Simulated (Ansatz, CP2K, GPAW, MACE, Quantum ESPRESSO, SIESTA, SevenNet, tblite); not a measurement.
# Random rock-salt alloy of CaS and PbS (64 atoms) in CP2K

Aim: run random rock-salt alloy of CaS and PbS (64 atoms) in CP2K and see how near its forces come to a plane-wave reference, and at what cost.

Program: CP2K 2026.2. Level of theory: the method is named at each step. Results are calculated unless marked as measured.

### Step 1. Set-up

The cell holds 64 atoms: 12 Pb, 32 S and 20 Ca. Its edges and angles: a = 11.565 Å, b = 11.565 Å, c = 11.565 Å, α = 90.0°, β = 90.0°, γ = 90.0°. It derives from CaS (rock-salt), repeated 2×2×2. Rock-salt CaS, 2 x 2 x 2 conventional cells, 12 of 32 Ca sites given to Pb at random (x = 0.375), lattice by Vegard's rule (a = 5.782 Å); not relaxed, displaced by a Gaussian of 0.02 Å. Then every atom was moved at random, 0.05 Å r.m.s. a Cartesian component.

The yardstick, on the same geometry:

| Quantity | Value |
| --- | --- |
| method | Kohn-Sham DFT, PBE, PAW, plane waves (Ansatz 0.2.0); cutoff 420 eV, Γ point, fermi-dirac smearing of 0.05 eV; PAW set soft_2 |
| r.m.s. force component | 0.4182 eV/Å |
| longest force | 1.355 eV/Å |
| pressure | 2.794 GPa |
| gap (highest filled to lowest empty level) | 1.828 eV |
| SCF cycles | 8 |
| time | 8.4 s on 8 threads of Arm Neoverse V2, shared host |
| CPU time | 62 s |

### Step 2. PBE, DZVP-UZH, 600/50 Ry, diagonalisation

Method: Kohn-Sham DFT, PBE, GTH-PBE pseudopotentials, Gaussian and plane waves, DZVP-MOLOPT (UZH set), diagonalisation.

input.inp

```
&GLOBAL
  PROJECT cell
  RUN_TYPE ENERGY_FORCE
  PRINT_LEVEL LOW
&END GLOBAL
&FORCE_EVAL
  METHOD QS
  STRESS_TENSOR ANALYTICAL
  &DFT
    BASIS_SET_FILE_NAME BASIS_MOLOPT_UZH
    POTENTIAL_FILE_NAME POTENTIAL_UZH
    &MGRID
      CUTOFF 600
      REL_CUTOFF 50
      NGRIDS 5
    &END MGRID
    &QS
      EPS_DEFAULT 1.0E-12
    &END QS
    &SCF
      SCF_GUESS ATOMIC
      EPS_SCF 1.0E-06
      MAX_SCF 200
      ADDED_MOS 38
      &DIAGONALIZATION
        ALGORITHM STANDARD
      &END DIAGONALIZATION
      &SMEAR ON
        METHOD FERMI_DIRAC
        ELECTRONIC_TEMPERATURE [K] 580
      &END SMEAR
      &MIXING
        METHOD BROYDEN_MIXING
        ALPHA 0.15
        NBROYDEN 8
      &END MIXING
      &PRINT
        &RESTART OFF
        &END RESTART
      &END PRINT
    &END SCF
    &XC
      &XC_FUNCTIONAL PBE
      &END XC_FUNCTIONAL
    &END XC
    &PRINT
      &MULLIKEN ON
      &END MULLIKEN
      &LOWDIN ON
      &END LOWDIN
      &HIRSHFELD ON
      &END HIRSHFELD
      &MO ON
        EIGENVALUES T
        OCCUPATION_NUMBERS T
        MO_INDEX_RANGE 209 232
        &EACH
          QS_SCF 0
        &END EACH
        ADD_LAST NUMERIC
      &END MO
    &END PRINT
  &END DFT
  &SUBSYS
    &CELL
      A 11.56460 0.00000 0.00000
      B 0.00000 11.56460 0.00000
      C 0.00000 0.00000 11.56460
    &END CELL
    &TOPOLOGY
      COORD_FILE_NAME structure.xyz
      COORD_FILE_FORMAT XYZ
    &END TOPOLOGY
    &KIND Pb
      BASIS_SET DZVP-MOLOPT-PBE-GTH-q4
      POTENTIAL GTH-PBE-q4
    &END KIND
    &KIND S
      BASIS_SET DZVP-MOLOPT-PBE-GTH-q6
      POTENTIAL GTH-PBE-q6
    &END KIND
    &KIND Ca
      BASIS_SET DZVP-MOLOPT-PBE-GTH-q10
      POTENTIAL GTH-PBE-q10
    &END KIND
  &END SUBSYS
  &PRINT
    &FORCES ON
    &END FORCES
    &STRESS_TENSOR ON
    &END STRESS_TENSOR
  &END PRINT
&END FORCE_EVAL
```

structure.xyz

```xyz
64

Pb 11.51811 11.55419 11.49128
S 2.96539 11.55072 11.50805
Pb 11.53187 2.91555 2.95545
S 2.88999 2.89173 2.90850
Ca 2.81876 11.54806 2.89543
S 0.01596 0.01943 2.85542
Ca 2.91150 2.80858 0.01712
S 0.04822 2.79690 0.02556
Pb 0.11611 11.49822 5.83006
S 2.81274 0.00197 5.78947
Ca 11.50828 2.87369 8.64026
S 2.81482 2.95290 8.55734
Ca 2.91983 11.55315 8.62580
S 0.01688 11.52436 8.70097
Pb 2.87057 2.94932 5.84105
S 0.02729 2.93602 5.77906
Ca 0.08037 5.80635 0.02683
S 2.85125 5.78357 11.49359
Pb 11.53916 8.58371 2.89820
S 2.95348 8.73359 2.95695
Ca 2.89022 5.76935 2.82859
S 0.05759 5.80578 2.92029
Pb 2.97661 8.69831 11.53870
S 0.06418 8.70225 11.52274
Pb 11.51002 5.71846 5.75697
S 2.91208 5.72887 5.86441
Ca 0.02047 8.63957 8.78181
S 2.86143 8.66374 8.72121
Ca 2.93174 5.70308 8.60395
S 11.48642 5.69857 8.60707
Ca 2.83980 8.61412 5.81110
S 11.54159 8.65738 5.74125
Ca 5.77351 0.14745 11.55940
S 8.71867 11.55905 11.55061
Pb 5.68724 2.95822 2.94296
S 8.68513 2.89335 2.82292
Ca 8.63332 11.51117 2.99338
S 5.72806 11.49116 2.87380
Ca 8.65437 2.87103 0.03493
S 5.82671 2.91301 11.56125
Ca 5.78311 0.01110 5.78612
S 8.63425 0.00555 5.75755
Ca 5.80809 2.84223 8.66801
S 8.65969 2.89497 8.69924
Pb 8.66223 11.53488 8.66339
S 5.71268 0.06314 8.68455
Ca 8.74423 2.97650 5.76148
S 5.67914 2.89265 5.76345
Ca 5.80427 5.72714 0.03550
S 8.60418 5.77825 11.54425
Ca 5.78022 8.65957 2.91613
S 8.66212 8.63228 2.82419
Pb 8.72873 5.75628 2.95348
S 5.79479 5.83642 2.84813
Ca 8.62430 8.74411 0.00671
S 5.68828 8.61285 0.03654
[... 4 atom lines left out ...]
Pb 8.60788 5.72320 8.64419
S 5.73766 5.74876 8.66362
Pb 8.72295 8.78331 5.92223
S 5.80763 8.62152 5.89101
```

Command:

```
$ OMP_NUM_THREADS=1 mpirun -np 4 cp2k.psmp -i input.inp > output.txt
```

Numbers of over 12 decimals in the logs are rounded to 6 here.

The log of the run:

```text
CP2K| version string:                                       CP2K version 2026.2
 CP2K| Input file name                                                 input.inp
 GLOBAL| Basis set file name                                    BASIS_MOLOPT_UZH
 GLOBAL| Potential file name                                       POTENTIAL_UZH
 GLOBAL| Run type                                                   ENERGY_FORCE
 GLOBAL| Total number of message passing processes                             4
 GLOBAL| Number of threads for this process                                    1
 TOTAL NUMBERS AND MAXIMUM NUMBERS
  Total number of            - Atomic kinds:                                   3
                             - Atoms:                                         64
                             - Shell sets:                                    64
                             - Shells:                                       340
                             - Primitive Cartesian functions:                296
                             - Cartesian basis functions:                    916
                             - Spherical basis functions:                    852
  Maximum angular momentum of- Orbital basis functions:                        2
                             - Local part of the GTH pseudopotential:          2
                             - Non-local part of the GTH pseudopotential:      4
 SCF PARAMETERS         Density guess:                                    ATOMIC
                        max_scf:                                             200
                        eps_scf:                                        1.00E-06
                        added MOs                                        38    0
                        Mixing method:                            BROYDEN_MIXING
                                                charge density mixing in g-space
                        Smear method:                                FERMI_DIRAC
                        Electronic temperature [K]:                        580.0
                        Electronic temperature [a.u.]:                  1.84E-03
                        Accuracy threshold:                             1.00E-10
 Extrapolation method: initial_guess
 Number of electrons:                                                        440
 Number of occupied orbitals:                                                220
 Number of molecular orbitals:                                               258
 Number of orbital functions:                                                852
 Number of independent orbital functions:                                    852
 SCF WAVEFUNCTION OPTIMIZATION
  Step     Update method      Time    Convergence         Total energy    Change
     1 NoMix/Diag. 0.15E+00    2.2     0.98707019     -1111.2570556363 -1.11E+03
     2 Broy./Diag. 0.15E+00    2.7     0.06267500     -1090.1366795081  2.11E+01
     3 Broy./Diag. 0.15E+00    2.7     0.17058347     -1099.6351220644 -9.50E+00
     4 Broy./Diag. 0.15E+00    2.8     0.01560670     -1107.2067077611 -7.57E+00
[...]
16 Broy./Diag. 0.15E+00    2.8     0.00000547     -1107.3948738112  1.69E-04
    17 Broy./Diag. 0.15E+00    2.8     0.00000034     -1107.3948296507  4.42E-05
  *** SCF run converged in    17 steps ***
  Electronic density on regular grids:       -440.0000000000        0.0000000000
  Core density on regular grids:              439.9999999994       -0.0000000006
  Total charge density on r-space grids:       -0.0000000006
  Total charge density g-space grids:          -0.0000000006
  Overlap energy of the core charge distribution:               6.8918e-10
  Self energy of the core charge distribution:              -2407.452971
  Core Hamiltonian energy:                                    553.236111
  Hartree energy:                                             935.716801
  Exchange-correlation energy:                               -188.894770
  Electronic entropic energy:                                  -3.53352e-09
  Fermi energy:                                                 0.224484
  Total energy:                                             -1107.394830
  Total energy (extrapolated to T->0):                      -1107.394830
 MO| EIGENVALUES AND OCCUPATION NUMBERS
 MO|
 MO|  Index      Eigenvalue [a.u.]        Eigenvalue [eV]             Occupation
 MO|    209               0.142383               3.874433               2.000000
 MO|    210               0.143574               3.906841               2.000000
 MO|    211               0.143786               3.912629               2.000000
[...]
MO|    231               0.291970               7.944901               0.000000
 MO|    232               0.292295               7.953745               0.000000
 MO| Sum:                                                             440.000000
 MO| E(Fermi):            0.224484 a.u.          6.108513 eV
 !-----------------------------------------------------------------------------!
                     Mulliken Population Analysis
 #  Atom  Element  Kind  Atomic population                           Net charge
       1     Pb       1          3.147601                              0.852399
       2     S        2          6.877659                             -0.877659
       3     Pb       1          3.115596                              0.884404
[...]
# Total charge                            440.000000                  0.000000
 !-----------------------------------------------------------------------------!
 !-----------------------------------------------------------------------------!
                           Hirshfeld Charges
  #Atom  Element  Kind  Ref Charge     Population                    Net charge
      1       Pb     1       4.000          3.528                         0.472
      2       S      2       6.000          5.290                         0.710
      3       Pb     1       4.000          3.547                         0.453
[...]
63       Pb     1       4.000          3.623                         0.377
     64       S      2       6.000          5.133                         0.867
  Total Charge                                                           -0.000
 !-----------------------------------------------------------------------------!
 LOWDIN POPULATION ANALYSIS
 #  Atom  Element  Kind  Atomic population                           Net charge
[...]
63     Pb       1          3.985942                              0.014058
      64     S        2          6.455404                             -0.455404
 # Total charge                            440.000000                  0.000000
 ENERGY| Total FORCE_EVAL ( QS ) energy [hartree]          -1107.394839
 FORCES| Atomic forces [hartree/bohr]
 FORCES|   Atom     x               y               z               |f|
 FORCES|      1  9.71089454E-03 -3.89938313E-05  1.14109629E-02   1.49837601E-02
 FORCES|      2  4.82254638E-03  1.52873016E-02  1.68883948E-03   1.61186452E-02
 FORCES|      3  1.05123282E-03 -1.07252737E-02 -7.63020375E-03   1.32044157E-02
[...]
FORCES|     63 -4.03379451E-03 -1.02089628E-02 -1.75326867E-02   2.06854906E-02
 FORCES|     64 -1.17180273E-02  7.78282327E-03 -7.35152066E-03   1.58722827E-02
 FORCES| Sum    -1.67288809E-05 -2.96255461E-06 -7.73606884E-06
 FORCES| Total atomic force                                       1.86675909E-05
 STRESS| Analytical stress tensor [bar]
 STRESS|                        x                   y                   z
 STRESS|      x        3.13599295145E+04  -3.69077352065E+02  -2.63027932470E+02
 STRESS|      y       -3.69077352065E+02   4.27269058811E+04   3.29216087491E+01
 STRESS|      z       -2.63027932470E+02   3.29216087491E+01   3.70486706704E+04
 STRESS| 1/3 Trace                                             3.70451686887E+04
```

Run time: 56 s. Hardware: 4 MPI ranks of Arm Neoverse V2, shared host; peak memory 5.7 GiB; 3.7 min of CPU time.

Banners, paths, timers and routine set-up lines are dropped from the logs unmarked, and long logs keep their key lines alone; longer cuts are marked.

Against the reference:

```
r.m.s. force component                           : 0.4488 eV/Å
r.m.s. difference of force components            : 34 meV/Å
longest difference of force vectors              : 138.3 meV/Å
force difference over r.m.s. force               : 8.132 %
slope of forces against the reference's          : 1.073
correlation of force components                  : 0.9994
gap (highest filled to lowest empty level) : 1.805 eV
gap difference                                   : -0.0229 eV
pressure                                         : 3.704 GPa
pressure difference                              : 0.9107 GPa
```

Length of the force difference by element (eV/Å):

```csv
element,atoms,mean,most
Ca,20,0.037,0.074
Pb,12,0.079,0.14
S,32,0.052,0.093
```

Levels nearest the highest filled one (eV from it): -1.33, -1.30, -1.29, -1.26, -0.79, -0.71, -0.61, -0.55, -0.48, -0.09, -0.03, 0.00, 1.80, 1.85, 1.89, 1.96, 1.98, 2.02, 2.08, 2.25, 2.55, 2.72, 2.74, 2.75.

The surroundings of S46, picked at random, nearest first, numbered as they follow in the input and with coordinates relative to it.

```csv
atom,x,y,z,distance (Å),bonds,Mulliken charge (e),Fx,Fy,Fz (eV/Å)
S46,0.00,0.00,0.00,0.00,6,-0.91,-0.10,-0.33,-0.14
Ca43,0.10,2.78,-0.02,2.78,6,0.92,-0.16,0.39,-0.09
Ca13,-2.79,-0.07,-0.06,2.79,6,0.92,-0.26,0.02,0.25
Ca33,0.06,0.08,2.87,2.88,6,0.92,0.04,-0.66,0.19
Ca41,0.07,-0.05,-2.90,2.90,6,0.93,-0.15,-0.04,-0.18
Ca59,0.14,-2.94,-0.05,2.94,6,0.92,-0.69,-0.15,0.47
Pb45,2.95,-0.09,-0.02,2.95,6,0.81,0.05,0.24,0.05
S2,-2.75,-0.08,2.82,3.94,6,-0.88,0.25,0.79,0.09
S40,0.11,2.85,2.88,4.05,6,-0.91,-0.22,-0.06,-0.52
```

Forces lie 8.1 % from the reference's, at 3.6 times its CPU time (on 4 against 8 cores).

### Step 3. PBE, SZV-MOLOPT-SR, 600/50 Ry, diagonalisation

Method: Kohn-Sham DFT, PBE, GTH-PBE pseudopotentials, Gaussian and plane waves, SZV-MOLOPT-SR-GTH, diagonalisation.

input.inp, as its differences from that of step 2:

```diff
@@ -9,4 +9,4 @@
   &DFT
-    BASIS_SET_FILE_NAME BASIS_MOLOPT_UZH
-    POTENTIAL_FILE_NAME POTENTIAL_UZH
+    BASIS_SET_FILE_NAME BASIS_MOLOPT
+    POTENTIAL_FILE_NAME GTH_POTENTIALS
     &MGRID
@@ -23,3 +23,3 @@
       MAX_SCF 200
-      ADDED_MOS 38
+      ADDED_MOS 32
       &DIAGONALIZATION
@@ -50,4 +50,2 @@
       &END LOWDIN
-      &HIRSHFELD ON
-      &END HIRSHFELD
       &MO ON
@@ -74,3 +72,3 @@
     &KIND Pb
-      BASIS_SET DZVP-MOLOPT-PBE-GTH-q4
+      BASIS_SET SZV-MOLOPT-SR-GTH-q4
       POTENTIAL GTH-PBE-q4
@@ -78,3 +76,3 @@
     &KIND S
-      BASIS_SET DZVP-MOLOPT-PBE-GTH-q6
+      BASIS_SET SZV-MOLOPT-SR-GTH-q6
       POTENTIAL GTH-PBE-q6
@@ -82,3 +80,3 @@
     &KIND Ca
-      BASIS_SET DZVP-MOLOPT-PBE-GTH-q10
+      BASIS_SET SZV-MOLOPT-SR-GTH-q10
       POTENTIAL GTH-PBE-q10
```

structure.xyz is that of step 2.

Command:

```
$ OMP_NUM_THREADS=1 cp2k.psmp -i input.inp > output.txt
```

The log of the run:

```text
CP2K| version string:                                       CP2K version 2026.2
 CP2K| Input file name                                                 input.inp
 GLOBAL| Basis set file name                                        BASIS_MOLOPT
 GLOBAL| Potential file name                                      GTH_POTENTIALS
 GLOBAL| Run type                                                   ENERGY_FORCE
 GLOBAL| Total number of message passing processes                             1
 GLOBAL| Number of threads for this process                                    1
[... lines left out ...]
                        Smear method:                                FERMI_DIRAC
[... lines left out ...]
 Number of electrons:                                                        440
[... lines left out ...]
  Step     Update method      Time    Convergence         Total energy    Change
[... lines left out ...]
  *** SCF run converged in    23 steps ***
[... lines left out ...]
  Fermi energy:                                                 0.359544
  Total energy:                                             -1097.205382
  Total energy (extrapolated to T->0):                      -1097.205235
[... lines left out ...]
 MO| E(Fermi):            0.359544 a.u.          9.783679 eV
[... lines left out ...]
      63     Pb       1          4.384773                             -0.384773
      64     S        2          6.652279                             -0.652279
 # Total charge                            440.000000                  0.000000
 ENERGY| Total FORCE_EVAL ( QS ) energy [hartree]          -1097.205376
 FORCES| Atomic forces [hartree/bohr]
 FORCES|   Atom     x               y               z               |f|
 FORCES|      1  7.31274451E-03  3.21918160E-03  9.51055037E-03   1.24213498E-02
 FORCES|      2 -1.07500133E-02 -4.00834028E-03  3.10679875E-03   1.18862011E-02
 FORCES|      3 -1.69389484E-02 -2.66055427E-02 -2.62249534E-03   3.16490183E-02
[...]
FORCES|     63 -1.56668141E-02 -1.44556668E-02 -8.37589284E-03   2.29035139E-02
 FORCES|     64  7.60919826E-04  1.26262026E-02 -8.14475463E-03   1.50445013E-02
 FORCES| Sum    -9.95947140E-06 -5.57562044E-07 -2.44409273E-06
 FORCES| Total atomic force                                       1.02701283E-05
 STRESS| Analytical stress tensor [bar]
 STRESS|                        x                   y                   z
 STRESS|      x        3.94207422273E+04  -2.97544464065E+02  -2.57966965767E+03
 STRESS|      y       -2.97544464065E+02   5.55063097763E+04   8.15678366582E+02
 STRESS|      z       -2.57966965767E+03   8.15678366582E+02   4.42562973518E+04
 STRESS| 1/3 Trace                                             4.63944497852E+04
```

Wall time 3 min (1 thread); peak memory 3.8 GiB.

Against the reference:

| Item | Value |
| --- | --- |
| r.m.s. force component | 0.4524 eV/Å |
| r.m.s. difference of force components | 511.4 meV/Å |
| longest difference of force vectors | 1782 meV/Å |
| force difference over r.m.s. force | 122.3 % |
| slope of forces against the reference's | 0.3373 |
| correlation of force components | 0.3118 |
| gap (highest filled to lowest empty level) | 0.5257 eV |
| gap difference | -1.302 eV |
| pressure | 4.639 GPa |
| pressure difference | 1.846 GPa |

This is a coarse setting, run to see what it loses.

Against the first run (8.1 %), the force difference from the reference is 122 %, at 0.79 times the CPU time (on 1 against 4 cores), with 276 basis functions against 852; this set comes with other potentials too, so the change isn't the basis's alone.

[end of part 1 of 2]

[Also dropped from logs without a mark: logging warnings of Python, and SIESTA's first energy breakdown and zero terms.]

[Logs are printed without paths, hosts, clocks, repeated set-up lines and the standing remarks that a program may print on its own settings, such as how far it seeks lower states.]

[Hosts, paths, dates, database ids (printed as entryN), source tags and the programs' standing remarks are cut or masked in the printed files.]
